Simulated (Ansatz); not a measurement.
# MgH2 (P4_2/mnm): the dielectric response by several routes

How strongly does MgH2 (P4_2/mnm) screen? Routes: perturbation theory, a sum over states and the RPA step of G0W0.

Main program and level: Ansatz 0.2.0; linear response on PBE, plane waves, PAW.

### 1. The structure

It takes space group P4_2/mnm (No. 136, tetragonal). The conventional cell has a = 4.517 Å, b = 4.517 Å, c = 3.021 Å, α = 90.00°, β = 90.00°, γ = 90.00°. Nearest to Mg lie 6 H at 1.95 Å. H has 3 Mg at 1.95 Å nearest. Farther neighbours are not listed.

The cell and positions come from the Crystallography Open Database and are kept as given unless a step says otherwise. The default PAW set here is soft_2. Its files were made with PBE.

### 2. Response to a homogeneous field

The response to a uniform field gives ε∞, a yardstick for the screening that GW builds on its mesh.

This step: dielectric response by perturbation theory, PBE, plane waves, PAW.

input.yaml

```yaml
crystal:
  lattice:
    - [4.5168, 0.0, 0.0]
    - [0.0, 4.5168, 0.0]
    - [0.0, 0.0, 3.0205]
  atoms:
    - { symbol: Mg, position: [0.0, 0.0, 0.0] }
    - { symbol: Mg, position: [0.5, 0.5, 0.5] }
    - { symbol: H, position: [0.306, 0.306, 0.0] }
    - { symbol: H, position: [0.194, 0.806, 0.5] }
    - { symbol: H, position: [0.694, 0.694, 0.0] }
    - { symbol: H, position: [0.806, 0.194, 0.5] }
kpoints:
  mp_grid: { grid: [6, 6, 8] }
hamiltonian:
  xc: pbe
scf:
  occupations: { method: fixed }
dielectric: {}
```

Run with:

```sh
> ansatz run input.yaml --threads 3 --pin off --max-ram 92160MiB --backend cuda --events-out ev --progress --plain --runs-dir out --devices 1 --max-vram 13GiB  # rebuilt from the run's record
```

Numbers of over 12 decimals in the logs are rounded to 6 here.

The program printed:

```text
GPUs: using 1 of 1 available (devices: 1).
Engine: ansatz 0.2.0, x86_64-unknown-linux-gnu
Pseudopotentials: kind: paw
Pseudopotential: Mg, paw, valence charge 10, recommended cutoff 420 eV (normal), Mg.paw.azcp
Pseudopotential: H, paw, valence charge 1, recommended cutoff 420 eV (normal), H.paw.azcp
Functional definition: PBE
  parameter kappa = 0.804
  parameter beta = 0.066725
  exchange = pbe_x(kappa = kappa, mu = beta*pi^2/3)
  correlation = pbe_c(beta = beta)
device memory: the entry about to start is reckoned to put 1.8 GiB on a device that reports 47.6 GiB free (of which the cap on the GPU budget leaves the run 13.0 GiB)
GPU FFT provider: cuFFT
GPU libraries: cuBLAS 13.8.2, cuFFT 12.4.0, cuSOLVER 12.3.4
Crystal: 6 atoms, lattice volume = 61.623 Å³
Basis set: ecut = 420 eV, 1195 PW (Γ), exchange–correlation on 64×64×48 points (8 copies of the dense FFT grid, shifted against one another)
Bands: 18, of which v1, the nominal top of the filled ones, is band 12 counted from 1 (11 counted from 0)
Symmetry: 16 space group operations
k-points: 104 of 288 (irreducible under 2 space group operations, time reversal used)
Non-local potential: Mg, projectors of the file, l = 0: 3, l = 1: 2, l = 2: 1
Non-local potential: H, projectors of the file, l = 0: 2, l = 1: 1
PAW form: soft (Blöchl's): semilocal exchange-correlation on the pseudo side does not see the compensation charge
PAW one-centre angular grid: Mg, 110 points (default); XC on 64 Gauss nodes
PAW one-centre angular grid: H, 110 points (default); XC on 64 Gauss nodes
Initial density: superposition of atomic densities (neutral atoms: chi_scale 0, normalization atom), corrected by the library's trained network
Initial wavefunctions: pseudopotential atomic-orbital guess
GPU buffer pool allocated for 24576 grid points (all kernels)
GPU transforms: local potential and band sums: pruned to the plane-wave sphere, on 32×32×24
Functional: x = pbe(κ = 0.804, μ = 0.219515), c = pbe(β = 0.066725)
SCF iter   1: F=—  HF=-3912.184474 eV  |F-HF|=—  |Δ(HF+E_count)|=         —  Δρ=4.57e-4  dr2=6.47e-5  ethr=1.77e-3  ⟨swp⟩=4.7  Hψ=8569  notcnv=0  defer=395
preconditioner: auto → none  [insulator: Δε(μ)=3.797 eV  Ē_g=10.044 eV  n_scr=10 (ndim 8)  ℏωp=13.4 eV  f_vac=0.000  ε∞_Penn≈2.8]
SCF iter   2: F=—  HF=-3912.184421 eV  |F-HF|=—  |Δ(HF+E_count)|=   5.32e-5  Δρ=1.89e-4  dr2=7.20e-6  ethr=2.70e-7  ⟨swp⟩=2.0  Hψ=4143  notcnv=0  defer=416
SCF iter   3: F=—  HF=-3912.184474 eV  |F-HF|=—  |Δ(HF+E_count)|=   5.34e-5  Δρ=6.69e-5  dr2=8.45e-7  ethr=3.00e-8  ⟨swp⟩=2.0  Hψ=2730  notcnv=0  defer=342
SCF iter   4: F=—  HF=-3912.184559 eV  |F-HF|=—  |Δ(HF+E_count)|=   8.46e-5  Δρ=1.46e-5  dr2=4.72e-8  ethr=3.52e-9  ⟨swp⟩=2.0  Hψ=2106  notcnv=0  defer=187
SCF iter   5: F=—  HF=-3912.184559 eV  |F-HF|=—  |Δ(HF+E_count)|=   3.08e-7  Δρ=7.60e-7  dr2=1.35e-10  ethr=1.96e-10  ⟨swp⟩=2.0  Hψ=2938  notcnv=0  defer=188
SCF iter   6: F=-3912.184559 eV  HF=-3912.184559 eV  |F-HF|=3.18e-12  |Δ(HF+E_count)|=  4.67e-10  Δρ=5.73e-8  dr2=1.46e-12  ethr=1.00e-12  ⟨swp⟩=6.6  Hψ=6278  notcnv=0
SCF 1 converged in 6 iterations: F = -3912.184559 eV  dr2 = 1.46e-12
  greatest PAW one-centre occupation: 1.000 electrons in one spin orbital (limit 2), on the Mg atom at site 0 (counted from 0), in its partial waves of l = 0
the response reads at least the filled bands of the reference SCF and the lowest empty band at each k-point, and that SCF's band table does not vouch for those bands. The notice of the band table in this run's record says why
device memory: the entry about to start is reckoned to put 0.1 GiB on a device that reports 46.8 GiB free (of which the cap on the GPU budget leaves the run 13.0 GiB)
device memory: the entry about to start is reckoned to put 0.9 GiB on a device that reports 46.8 GiB free (of which the cap on the GPU budget leaves the run 13.0 GiB)
DFPT response loops at Γ: preconditioner auto → none (the input reference at scf.mixing.eps_inf says where Resta's filter doesn't serve); β = 0.50; Broyden in place of MSR1
── the response to a field inside a basis, on 6×6×8 k-points: an SCF that follows is theirs, and a resumed run solves both again ──
device memory: the entry about to start is reckoned to put 0.2 GiB on a device that reports 53.3 GiB free (of which the cap on the GPU budget leaves the run 13.0 GiB)
GPU FFT provider: cuFFT
GPU libraries: cuBLAS 13.8.2, cuFFT 12.4.0, cuSOLVER 12.3.4
Bands: 13, of which v1, the nominal top of the filled ones, is band 12 counted from 1 (11 counted from 0)
k-points: 24 of 288
Initial density: handed on by an earlier stage of this run
Initial wavefunctions: pseudopotential atomic-orbital guess (no wavefunctions were taken with the density)
GPU buffer pool allocated for 24576 grid points (all kernels)
GPU transforms: band sums: pruned to the plane-wave sphere, on 32×32×24
Eigensolver: Dense (24 Hₖ)
SCF iter   1: F=—  HF=-3912.184108 eV  |F-HF|=—  |Δ(HF+E_count)|=         —  Δρ=2.90e-4  dr2=1.14e-5  ethr=1.00e-1
preconditioner: auto → none  [insulator: Δε(μ)=3.901 eV  Ē_g=7.506 eV  n_scr=10 (ndim 8)  ℏωp=13.4 eV  f_vac=0.000  ε∞_Penn≈4.2]
SCF iter   2: F=—  HF=-3912.184118 eV  |F-HF|=—  |Δ(HF+E_count)|=   1.05e-5  Δρ=1.38e-4  dr2=2.31e-6  ethr=4.73e-8
SCF iter   3: F=-3912.184123 eV  HF=-3912.184123 eV  |F-HF|=6.76e-8  |Δ(HF+E_count)|=   4.43e-6  Δρ=1.51e-5  dr2=3.97e-8  ethr=9.62e-9
SCF 1 converged in 3 iterations: F = -3912.184123 eV  dr2 = 3.97e-8
  greatest PAW one-centre occupation: 1.000 electrons in one spin orbital (limit 2), on the Mg atom at site 1 (counted from 0), in its partial waves of l = 0
device memory: the entry about to start is reckoned to put 0.1 GiB on a device that reports 53.8 GiB free (of which the cap on the GPU budget leaves the run 12.9 GiB)
device memory: the entry about to start is reckoned to put 1.2 GiB on a device that reports 53.8 GiB free (of which the cap on the GPU budget leaves the run 12.9 GiB)
DFPT response loops at Γ: mixed as the last ones told, above
SCF converged after 6 iterations
Free energy (F): -3912.184559 eV
Harris-Foulkes:  -3912.184559 eV  (|F-HF|=3.18e-12)
Internal energy: -3912.184559 eV  (E = F + TS)
E sigma→0 (E₀):  -3912.184559 eV
Fermi energy:    1.776462 eV
--- Per-component energies (eV) ---
  E_band       = -753.008539
  E_kinetic    = 207.816610
  E_local      = -3454.350106  (includes V_loc(G=0)·N_el)
  E_nonlocal   = 195.967840
  E_hartree    = 1239.208831
  E_xc         = -95.016296
  E_vxc        = -122.626579  (∫ρ·V_xc dr)
  E_paw        = -586.671103  (= ΣΔE_a)
  E_vpaw       = -58.228705  (= ΣTr[D̂ρ^β])
  E_aug_tail   = -0.005291  (compensation charges beyond the density's cutoff)
  E_ewald      = -1419.135044
  E_smearing   = -0.000000  (= −TS)
  E_closure    = -0.000000  (closes the sum)
  Σ components = -3912.184559   (vs F -3912.184559, Δ=0.00e0)
--- Band table (eV; the first three rows and the last of 104) ---
  k-point 0: bands = [... 8 lower, -4.6186, 0.3699, 0.3699, 1.3012, 6.5357, 6.8848, 10.9141, 10.9141, ... 2 higher]
  k-point 1: bands = [... 8 lower, -4.3850, 0.5232, 0.5232, 1.3052, 6.7920, 6.9673, 10.6168, 11.0431, ... 2 higher]
  k-point 2: bands = [... 8 lower, -3.6975, 0.9414, 0.9414, 1.0854, 6.9308, 7.5610, 9.3798, 10.7555, ... 2 higher]
  k-point 103: bands = [... 8 lower, -0.0993, -0.0993, 0.8679, 0.8679, 5.6487, 5.6487, 5.9760, 5.9760, ... 2 higher]
--- Dielectric response (ions clamped): 3 representative field directions + reference, inside a basis on a mesh of 288 k-points (Σ response iterations 12) ---
  ε∞ (high-frequency dielectric tensor):
        3.949729     0.000000     0.000000
        0.000000     3.949729     0.000000
        0.000000     0.000000     3.999165
  Born effective charges Z* (e; rows j = field, columns β = displacement):
    site 0:
         1.87485    0.13733    0.00000
         0.13733    1.87485    0.00000
         0.00000    0.00000    1.97096
    site 1:
         1.87485   -0.13733    0.00000
        -0.13733    1.87485    0.00000
         0.00000    0.00000    1.97096
    site 2:
        -0.93742   -0.22564    0.00000
        -0.22564   -0.93742    0.00000
         0.00000    0.00000   -0.98548
    site 3:
        -0.93742    0.22564    0.00000
         0.22564   -0.93742    0.00000
         0.00000    0.00000   -0.98548
    site 4:
        -0.93742   -0.22564    0.00000
        -0.22564   -0.93742    0.00000
         0.00000    0.00000   -0.98548
    site 5:
        -0.93742    0.22564    0.00000
         0.22564   -0.93742    0.00000
         0.00000    0.00000   -0.98548
  Z* charge neutrality: 7.128e-4 e pre-enforcement
  solved inside a basis spanned on kpoints, on 6×6×8 k-points, its susceptibility summed on 8×8×12: ε∞ is read to err by 9.0e-3, Z* by 1.1e-2 e (field_mesh: kpoints solves on kpoints); Z* is corrected for what the basis lacks
```

It took 18 s on 1 × NVIDIA H100 80GB HBM3 (shared by 6 runs) with 3 threads of AMD EPYC 7R13 (Zen 3), shared host; peak memory 1.2 GiB.

The column dr2 measures how far the density is from self-consistency, as an energy; F and HF (Harris–Foulkes) agree once it is small.

This step gave:

```
stated error of ε∞ : 0.009
```

One over ε∞ averages 0.25, near the quarter of exact exchange in PBE0.

High-frequency dielectric tensor:

```
3.95 0.00 0.00
0.00 3.95 0.00
0.00 0.00 4.00
```

Born effective charge (e), principal values of the symmetric part by kind of site:

```csv
atom,atoms with these values,low,middle,high,mean
Mg1,2,1.74,1.97,2.01,1.91
H3,4,-1.16,-0.99,-0.71,-0.95
```

In full for H3:

```
-0.94 -0.23  0.00
-0.23 -0.94  0.00
 0.00  0.00 -0.99
```

### 3. Independent-particle spectrum

The independent-particle spectrum shows where the oscillator strength lies, before excitons and local fields.

This step: independent-particle optics on PBE, plane waves, PAW.

Changes to input.yaml since step 2:

```diff
@@ -18,2 +18,4 @@
   occupations: { method: fixed }
-dielectric: {}
+  n_extra_bands: 42
+output:
+  optics: { e_range: [0, 25], de: 0.1, sigma: 0.2 }
```

The program printed:

```text
[...]
GPUs: using 1 of 1 available (devices: 1).
[...]
GPU FFT provider: cuFFT
GPU libraries: cuBLAS 13.8.2, cuFFT 12.4.0, cuSOLVER 12.3.4
Crystal: 6 atoms, lattice volume = 61.623 Å³
Basis set: ecut = 420 eV, 1195 PW (Γ)
Bands: 54, of which v1, the nominal top of the filled ones, is band 12 counted from 1 (11 counted from 0)
Symmetry: 16 space group operations
[...]
k-points: 50 of 288
[...]
GPU buffer pool allocated for 24576 grid points (all kernels)
[...]
SCF iter   1: F=—  HF=-3912.184335 eV  |F-HF|=—  |Δ(HF+E_count)|=         —  Δρ=4.41e-4  dr2=5.70e-5  ethr=1.77e-3  ⟨swp⟩=4.0  Hψ=9465  notcnv=0  defer=1871
[...]
SCF iter   6: F=-3912.184568 eV  HF=-3912.184568 eV  |F-HF|=5.00e-12  |Δ(HF+E_count)|=  2.94e-10  Δρ=9.77e-8  dr2=2.93e-12  ethr=1.00e-12  ⟨swp⟩=10.4  Hψ=16088  notcnv=0
SCF 1 converged in 6 iterations: F = -3912.184568 eV  dr2 = 2.93e-12
[...]
Optics k sum: 0 of 50 k-points
Optics k sum: 3 of 50 k-points
[...]
Optics k sum: 50 of 50 k-points
[...]
SCF converged after 6 iterations
Free energy (F): -3912.184568 eV
[...]
Internal energy: -3912.184568 eV  (E = F + TS)
E sigma→0 (E₀):  -3912.184568 eV
Fermi energy:    1.776453 eV
[...]
--- Band table (eV; the first three rows and the last of 50) ---
  k-point 0: bands = [... 8 lower, -4.6187, 0.3698, 0.3698, 1.3012, 6.5356, 6.8848, 10.9140, 10.9140, ... 38 higher]
  k-point 1: bands = [... 8 lower, -4.3850, 0.5232, 0.5232, 1.3052, 6.7920, 6.9673, 10.6168, 11.0431, ... 38 higher]
  k-point 2: bands = [... 8 lower, -3.6975, 0.9413, 0.9413, 1.0854, 6.9307, 7.5610, 9.3798, 10.7555, ... 38 higher]
  k-point 49: bands = [... 8 lower, -0.0993, -0.0993, 0.8678, 0.8678, 5.6487, 5.6487, 5.9760, 5.9760, ... 38 higher]
```

The job ended after 18 s (1 × NVIDIA H100 80GB HBM3 (shared by 6 runs) with 3 threads; peak memory 1.3 GiB; 33 s of CPU time).

This step gave:

```
ε∞ without local fields (xx, yy, zz)                                   : 4.006, 4.006, 4.077
electrons in the f-sum (xx, yy, zz)                                    : 11.94, 11.94, 11.82
bands in the explicit sum (the static value is completed to all bands) : 54
```

The sum gives ε∞ = 4.01 and 4.08 without local fields.

Independent particles, no local fields, Gaussian width 0.2 eV. The ε₂ by photon energy; read off at these points:

```csv
photon energy (eV),xx=yy,zz
4.00,6.3e-5,0
4.50,0.442,0.0385
5.00,3.79,2.49
5.50,7.00,9.44
5.80,10.5,14.1
6.00,12.0,12.9
6.10,12.1,11.3
6.50,9.57,7.64
7.00,6.59,7.09
7.50,4.72,6.28
8.00,3.93,4.46
8.50,2.58,2.57
9.00,2.24,2.19
9.50,2.13,1.76
10.00,1.65,1.41
10.50,1.21,1.13
11.00,0.974,0.960
11.50,0.783,0.902
12.00,0.654,0.696
12.50,0.542,0.579
13.00,0.524,0.498
13.50,0.457,0.433
14.00,0.397,0.382
14.50,0.350,0.355
15.00,0.310,0.312
15.50,0.261,0.264
16.00,0.228,0.236
16.50,0.215,0.208
17.00,0.192,0.199
17.50,0.151,0.201
18.00,0.116,0.171
18.50,0.162,0.169
19.00,0.145,0.143
19.50,0.130,0.121
20.00,0.120,0.122
20.50,0.113,0.114
21.00,0.107,0.0948
21.50,0.102,0.100
22.00,0.0927,0.0904
22.50,0.0851,0.0846
23.00,0.0784,0.0818
23.50,0.0736,0.0709
24.00,0.0674,0.0688
24.50,0.0638,0.0709
25.00,0.0616,0.0535
```

Independent particles, no local fields, Gaussian width 0.2 eV. Loss function against photon energy; read off at these points:

```csv
photon energy (eV),xx=yy,zz
4.0,0,0
5.0,0.0349,0.0186
6.0,0.0707,0.0767
7.0,0.142,0.140
8.0,0.197,0.150
9.0,0.334,0.288
10.0,0.386,0.411
11.0,0.604,0.660
12.0,1.02,0.939
13.0,1.73,1.65
14.0,2.51,2.61
15.0,2.84,2.90
15.2,2.84,2.91
16.0,2.05,2.21
17.0,1.37,1.26
18.0,0.545,0.882
19.0,0.547,0.623
20.0,0.379,0.415
21.0,0.293,0.282
22.0,0.231,0.237
23.0,0.176,0.192
24.0,0.139,0.147
25.0,0.119,0.111
```

### 4. RPA screening from the G0W0 run

G0W0 replaces the xc potential by the self-energy, built once from these orbitals. Only a window of levels is corrected, while the sums run over the empty bands that the input names.

This step: G0W0 on PBE, plane waves, PAW.

input.yaml, the sections that differ from step 3:

```yaml
kpoints:
  mp_grid: { grid: [4, 4, 6] }
scf:
  occupations: { method: fixed }
gw:
  n_empty_bands: 395
  ecut_chi: 200.0
  qp_bands: [v2, c2]
  qp_kpoints: band_edges
  screening: { model: contour_deformation }
# crystal, hamiltonian: as in step 3
# output: removed
```

The program printed:

```text
GPUs: using 1 of 1 available (devices: 1).
[...]
GPU FFT provider: cuFFT
GPU libraries: cuBLAS 13.8.2, cuFFT 12.4.0, cuSOLVER 12.3.4
Crystal: 6 atoms, lattice volume = 61.623 Å³
Basis set: ecut = 420 eV, 1195 PW (Γ)
Bands: 18, of which v1, the nominal top of the filled ones, is band 12 counted from 1 (11 counted from 0)
Symmetry: 16 space group operations
[...]
k-points: 24 of 96
[...]
1    14      6.9939    -5.9488    -3.8143   -10.3980  0.8034     7.6333     7.6288  root
[...]
23    11      0.8681   -15.0523     2.3897   -11.1148  0.7583    -0.7214    -0.6797  root
    23    12      0.8681   -15.0523     2.3897   -11.1148  0.7583    -0.7214    -0.6797  root
    23    13      5.6488    -5.2771    -3.6550    -9.5227  0.8115     6.2430     6.2394  root
    23    14      5.6488    -5.2771    -3.6550    -9.5227  0.8115     6.2430     6.2394  root
[key lines of the parts left out:]
SCF converged after 6 iterations
Free energy (F): -3912.183862 eV
Fermi energy:    1.741094 eV
```

Wall time 29 s (1 × NVIDIA H100 80GB HBM3 (shared by 6 runs) with 3 threads); peak memory 1.7 GiB.

Numbers from this step:

```yaml
bands_summed: 407
rpa_eps_infinity_on_this_mesh_eigenvalues: 3.655, 3.655, 3.667
plane_waves_in_the_screening_matrix: 391
g0w0_gap_on_the_mesh: 5.986 eV
k_of_the_valence_top: 0, 0.25, 0
k_of_the_conduction_bottom: -0.5, -0.5, -0.5
starting_gap_on_the_mesh: 3.908 eV
least_direct_g0w0_gap_on_the_computed_points: 6.766 eV
```

The gap on the mesh goes from 3.91 eV to 5.99 eV, a correction of +2.08 eV. Between the two edge states, bare exchange in place of the xc potential would open the gap by 7.81 eV, and correlation takes back 5.74 eV.

Mean over the mesh in bins of 0.25 1/Å. Table of static inverse dielectric function, diagonal by length of q+G:

length of q+G (Å⁻¹), static inverse dielectric function, diagonal and a bar from the least value:
```
     0.35      0.301 
     0.54      0.339 ##
     0.80      0.398 ####
     1.05      0.461 #######
     1.25      0.511 #########
     1.51      0.572 ############
     1.78      0.634 ##############
     2.01      0.682 ################
     2.25      0.727 ##################
     2.52      0.774 ####################
     2.76      0.815 ######################
     2.99      0.849 ########################
     3.25      0.882 #########################
     3.51      0.908 ##########################
     3.74      0.925 ###########################
     3.99      0.940 ############################
     4.25      0.951 ############################
     4.50      0.960 #############################
     4.75      0.967 #############################
     5.00      0.972 #############################
     5.25      0.977 #############################
     5.51      0.980 #############################
     5.75      0.983 ##############################
     6.00      0.986 ##############################
     6.25      0.988 ##############################
     6.49      0.990 ##############################
     6.75      0.992 ##############################
     7.00      0.994 ##############################
     7.19      0.994 ##############################
```

### 5. The values together

Times are wall times on 1 × NVIDIA H100 80GB HBM3 (shared by 6 runs) with 3 threads of AMD EPYC 7R13 (Zen 3), shared host, good to a factor of about two.

```csv
method,mesh,"ε∞, low",middle,high,mean,time
perturbation theory (local fields and xc kernel),6×6×8 (response on 288 points),3.95,3.95,4.00,3.97,18 s
sum over states (no local fields),6×6×8,4.01,4.01,4.08,4.03,18 s
"RPA with local fields, on the GW mesh",4×4×6,3.66,3.66,3.67,3.66,29 s
```

### 6. Results

* perturbation theory (local fields and xc kernel): 3.95, 3.95, 4.00
* sum over states (no local fields): 4.01, 4.01, 4.08
* RPA with local fields, on the GW mesh: 3.66, 3.66, 3.67

**Reading.** Mean Born effective charge: Mg1 1.91, H3 -0.95 e. The ε₂ (xx=yy) has its highest peak at 6.1 eV. The loss function (xx=yy) has its highest peak at 15 eV. The sum without local fields gives 4.03 in the mean against 3.97 by perturbation theory; local fields lower ε∞ and the xc kernel gives part of it back, though the sum also carries the error of its own mesh. The RPA values on the 4×4×6 mesh average 0.92 times those of perturbation theory (means 3.66 and 3.97). Without the xc kernel RPA should lie a little lower, as the mean does. PBE usually puts the gap too low, which tends to raise ε∞. Ions are clamped, so the lattice part of the static constant is not in these numbers.

[Paths, hosts, dates, memory and timing lines, banners, echoed tables and standing remarks are left out of the program output.]

[Logs are printed without paths, hosts, clocks, repeated set-up lines and the standing remarks that a program may print on its own settings, such as how far it seeks lower states.]

[Runs of the session that timed out or met a known fault of the program may be left out.]

[Cells called generated may have been cut or substituted from an entry of the Crystallography Open Database or the Materials Project.]

[Hosts, paths, dates, database ids (printed as entryN), source tags and the programs' standing remarks are cut or masked in the printed files.]
